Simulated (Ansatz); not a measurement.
# Ta wire along [111], 13 atoms a period: bands along the axis, part 2 of 2

Wanted: the relaxed geometry and the bands of the Ta wire along [111], 13 atoms a period.

Ansatz 0.2.0; DFT PBE, plane waves, PAW; relaxation of a wire's period; PAW set soft_1 (the session's first sound run).

So far: Set-up; The relaxed wire.

## (2) The relaxed wire (continued)

The steps of the relaxation:

```
step  energy less that of the first step (eV)  largest force component (eV/Å)  pressure (GPa)  volume (Å³)
   1                                   0.0000                          2.0972           -5.50       695.08
   2                                  -2.3119                          0.5765           -0.50       668.95
   3                                  -2.3673                          0.4526            0.90       661.90
   4                                  -2.5456                          0.0995           -0.10       659.09
   5                                  -2.5662                          0.0614           -0.12       655.37
   6                                  -2.5767                          0.0195           -0.06       650.10
  7*                                  -2.5741                          0.0196           -0.06       650.10
```

Relaxation steps marked * repeat the geometry before them on a plane-wave basis chosen anew for their cell, so energy and pressure can jump there.

Forces are held to the 4 operations that the run works with; a distortion that breaks them can't arise in this run.

| cell as run | before | after | change |
| --- | --- | --- | --- |
| c (Å) | 2.875 | 2.689 | -6.5 % |

The atoms that moved most (Å, along periodic axes as changes of fractional coordinates times the final cell, across vacuum about the mean position):

```
atom      dx      dy      dz  length
 Ta6   0.000   0.113   0.125   0.169
 Ta9   0.000  -0.113  -0.125   0.169
Ta10   0.097   0.058  -0.125   0.168
 Ta8  -0.097   0.058  -0.125   0.168
 Ta7   0.097  -0.058   0.125   0.168
 Ta5  -0.097  -0.058   0.125   0.168
 Ta1   0.138   0.000   0.000   0.138
Ta13  -0.138   0.000   0.000   0.138
```

Final coordinates:

```cif
data_structure
_symmetry_space_group_name_H-M 'P 1'
_symmetry_Int_Tables_number 1
_cell_length_a 16.1900
_cell_length_b 14.9320
_cell_length_c 2.6892
_cell_angle_alpha 90.000
_cell_angle_beta 90.000
_cell_angle_gamma 90.000
_cell_volume 650.10
loop_
_atom_site_label
_atom_site_type_symbol
_atom_site_fract_x
_atom_site_fract_y
_atom_site_fract_z
_atom_site_occupancy
Ta1 Ta 0.21856 0.50001 0.00000 1
Ta2 Ta 0.35914 0.76451 0.00044 1
Ta3 Ta 0.50001 0.50001 0.00000 1
Ta4 Ta 0.64088 0.76451 0.00044 1
Ta5 Ta 0.34902 0.40538 0.37988 1
Ta6 Ta 0.50001 0.68912 0.38000 1
Ta7 Ta 0.65100 0.40538 0.37988 1
Ta8 Ta 0.34902 0.59464 0.62012 1
Ta9 Ta 0.50001 0.31090 0.62000 1
Ta10 Ta 0.65100 0.59464 0.62012 1
Ta11 Ta 0.35914 0.23551 0.99956 1
Ta12 Ta 0.64088 0.23551 0.99956 1
Ta13 Ta 0.78147 0.50001 0.00000 1
```

This step gave:

- energy at zero smearing: -129114.2973 eV
- cell length along the wire: 2.689 Å

The cell's length comes to 2.689 Å with spin left out.

## (3) Bands of the perfect wire

This step: DFT PBE, plane waves, PAW; bands of a perfect wire; PAW set soft_1 (Ansatz 0.2.0).

At the relaxed period the bands are computed along the axis; those that cross an energy going forward count the channels that a perfect wire would open there.

input.yaml reads:

```yaml
crystal:
  lattice:
    - [16.19, 0.0, 0.0]
    - [0.0, 14.932, 0.0]
    - [0.0, 0.0, 2.6891532139]
  atoms:
    - { symbol: Ta, position: [0.218557731, 0.500010245, 0.0] }
    - { symbol: Ta, position: [0.359143079, 0.7645056, 0.000439226] }
    - { symbol: Ta, position: [0.500011676, 0.500010245, 0.0] }
    - { symbol: Ta, position: [0.640880272, 0.7645056, 0.000439226] }
    - { symbol: Ta, position: [0.349023837, 0.405375696, 0.379876309] }
    - { symbol: Ta, position: [0.500011676, 0.689123994, 0.379996853] }
    - { symbol: Ta, position: [0.650999514, 0.405375696, 0.379876309] }
    - { symbol: Ta, position: [0.349023837, 0.594644794, 0.620123691] }
    - { symbol: Ta, position: [0.500011676, 0.310896495, 0.620003147] }
    - { symbol: Ta, position: [0.650999514, 0.594644794, 0.620123691] }
    - { symbol: Ta, position: [0.359143079, 0.23551489, 0.999560774] }
    - { symbol: Ta, position: [0.640880272, 0.23551489, 0.999560774] }
    - { symbol: Ta, position: [0.781465621, 0.500010245, 0.0] }
kpoints:
  mp_grid: { grid: [1, 1, 30] }
  band_path: { path: ["Γ", Z], npoints: 90 }
scf:
  occupations: { method: fermi_dirac, width: 0.05 }
hamiltonian:
  xc: pbe
  pseudopotentials: { kind: paw, azcp: { folder: soft_1 } }
output:
  dos: { e_range: [-5, 4] }
  write_potential: true
  write_density: true
  volumetric_format: npy
```

The run is started by

```bash
ansatz run input.yaml --threads 4 --pin off --max-ram 16384MiB --backend cpu --events-out ev --progress --plain --runs-dir out
```

Numbers of over 12 decimals in the logs are rounded to 6 here.

What it wrote:

```text
[...]
Crystal: 13 atoms, lattice volume = 650.100 Å³
Basis set: ecut = 420 eV, 12811 PW (Γ)
Bands: 102, of which v1, the nominal top of the filled ones, is band 85 counted from 1 (84 counted from 0)
Symmetry: 4 space group operations
[...]
k-points: 16 of 30
[...]
SCF iter   1: F=—  HF=-129129.603584 eV  |F-HF|=—  |Δ(HF+E_count)|=         —  Δρ=4.71e-2  dr2=1.45e2  ethr=3.10e-3  ⟨swp⟩=9.5  Hψ=7962  notcnv=0  defer=12
[...]
SCF iter  12: F=-129114.378846 eV  HF=-129114.378846 eV  |F-HF|=6.40e-10  |Δ(HF+E_count)|=   2.62e-8  Δρ=4.74e-7  dr2=1.98e-9  ethr=5.92e-11  ⟨swp⟩=16.7  Hψ=5844  notcnv=0
SCF 1 converged in 12 iterations: F = -129114.378846 eV  dr2 = 1.98e-9
[...]
NSCF: frozen V_eff on 91 k-points
WARN: The output density's exchange-correlation potential varies sharply where the density is thin. Do not read a vacuum level from v_tot or v_xc, or from such a field of the output density. On a cell that repeats whose density bears no net charge and no dipole along the vacuum's axis use v_es (v_loc + v_h of the components); under efield.dipole_correction with no amplitude use v_es + v_field, which holds any externa [...]
SCF converged after 12 iterations
Free energy (F): -129114.378846 eV
[...]
Internal energy: -129114.231612 eV  (E = F + TS)
E sigma→0 (E₀):  -129114.305229 eV
Entropy (-TS):   -0.147234 eV (-11.326 meV/atom)
Fermi energy:    4.413665 eV
[...]
--- Band table (eV; the first three rows and the last of 16) ---
  k-point 0: bands = [... 81 lower, 3.8662, 3.8981, 3.9229, 4.2155, 4.2247, 4.3560, 4.3629, 4.6721, ... 13 higher]
  k-point 1: bands = [... 81 lower, 3.9026, 3.9058, 3.9269, 4.2086, 4.2164, 4.3446, 4.3509, 4.6571, ... 13 higher]
  k-point 2: bands = [... 81 lower, 3.9178, 3.9405, 4.0198, 4.1881, 4.1923, 4.3138, 4.3182, 4.6422, ... 13 higher]
  k-point 15: bands = [... 81 lower, 4.5973, 5.0899, 5.0901, 5.3608, 5.7592, 5.8217, 5.8845, 5.8856, ... 13 higher]
```

Elapsed: 3 min, on 4 threads of Arm Neoverse N1, shared host; peak memory 3.3 GiB; 12 min of CPU time.

In the SCF lines HF is the Harris–Foulkes energy and dr2 the Hartree energy of the density residual, in eV; the loop may stop once dr2 is under the threshold and the program's other checks hold. Hψ counts applications of the Hamiltonian.

Numbers from this step:

```
energy at zero smearing : -129114.3052 eV
band gap                : 0 eV
```

Electronic bands along the path, in eV, zero at the Fermi level; # counts the bands kept:

```
  point    #30    #31    #32    #33    #34    #35    #36   #37
      Γ  -0.55  -0.52  -0.49  -0.20  -0.19  -0.06  -0.05  0.26
halfway  -0.29  -0.07  -0.06   0.01   0.05   0.06   0.07  0.15
      Z   0.18   0.68   0.68   0.95   1.35   1.41   1.47  1.47
```

Between Γ and Z the bands cross the Fermi level 10 times, so a perfect wire would conduct at least 10 G₀, with spin left out.

## (4) What came out

```
cell length, PBE                                            : 2.689 Å
ballistic conductance by band crossings, a lower bound, PBE : 10 G₀
```

What this shows: Under PBE the cell's length is 2.69 Å, and the bands cross the Fermi level 10 times between Γ and Z, which gives a perfect wire at least 10 G₀ (opposite crossings within one step of the path cancel in such a count). No spin was allowed, though thin wires with open d shells can turn magnetic. Spin-orbit coupling is left out, which matters for the bands of heavy atoms.

[Logs are printed without paths, hosts, clocks, repeated set-up lines and the standing remarks that a program may print on its own settings, such as how far it seeks lower states.]

[Hosts, paths, dates, database ids (printed as entryN), source tags and the programs' standing remarks are cut or masked in the printed files.]
